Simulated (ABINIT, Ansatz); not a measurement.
Records of electronic-structure calculations.

NaI (Fm-3m): one start, several treatments of the self-energy. Symmetry: Fm-3m, No. 225, cubic system. Conventional cell: a = 6.473 Å, b = 6.473 Å, c = 6.473 Å, α = 90.00°, β = 90.00°, γ = 90.00°. Nearest to Na lie 6 I at 3.24 Å. Nearest to I lie 6 Na at 3.24 Å. Farther neighbours, and contacts between anions beyond the nearest, are not listed. The calculation used RPA screening on PBE, plane waves, norm-conserving pseudopotentials (and 4 further levels or steps) in ABINIT 10.8.3, with cutoff 38 Ha, PseudoDojo scalar-relativistic 0.4.1 standard, norm-conserving, ngkpt (4, 4, 4), nband 70, ecuteps 4.2 Ha, gwcalctyp 2, nfreqre 16, nfreqim 8, inclvkb 2, freqremax 40 eV, spmeth 1, nomegasf 120, shiftk (0, 0, 0), symchi 1, awtr 1, frequency cd, 4×4×4 k-mesh. The G0W0, Godby-Needs plasmon pole is 5.426 eV, the G0W0, Hybertsen-Louie plasmon pole is 5.195 eV and the G0W0, von der Linden-Horsch plasmon pole is 5.495 eV. The one-shot COHSEX is 6.541 eV. The one-shot Hartree-Fock is 10.265 eV and the G0W0, contour deformation is 5.407 eV. The known limits are short of the basis limit; no spin-orbit coupling. It took 9 runs, 4.2 min in all on 4 MPI ranks of Arm Neoverse N1, shared host. G0W0, Hybertsen-Louie plasmon pole: −0.231 eV against G0W0, Godby-Needs plasmon pole. G0W0, von der Linden-Horsch plasmon pole: +0.069 eV against G0W0, Godby-Needs plasmon pole. The program's warnings: Min real frequency set to default [Ha] =. The cell and positions come from the Crystallography Open Database and are kept as given unless a step says otherwise. Limits: no spin-orbit coupling. Static COHSEX lies above G0W0: it lacks the factor Z and overstates the Coulomb hole of the filled states.

[Paths, hosts, dates, memory and timing lines, banners, echoed tables and standing remarks are left out of the program output; an Ansatz launch command may be rebuilt from the run's recorded settings. Measured values are a selection of at most five: reports struck by readers or far from the other reports are left out. None is set beside runs whose start may be inverted or whose files or cutoffs have a known fault.]

[Runs of the session that timed out or met a known fault of the program may be left out.]

[Hosts, paths, dates, database ids (printed as entryN), source tags and the programs' standing remarks are cut or masked in the printed files.]

[G0W0 gaps are taken among the corrected bands and points alone; a level outside them can change the order at an edge.]

[Where Ansatz stands beside ABINIT at settings called matched, ABINIT's density can come from a denser mesh and the files from another edition; pairs whose starting gaps differed by over 0.03 eV were left out, so agreement reads better than it is.]
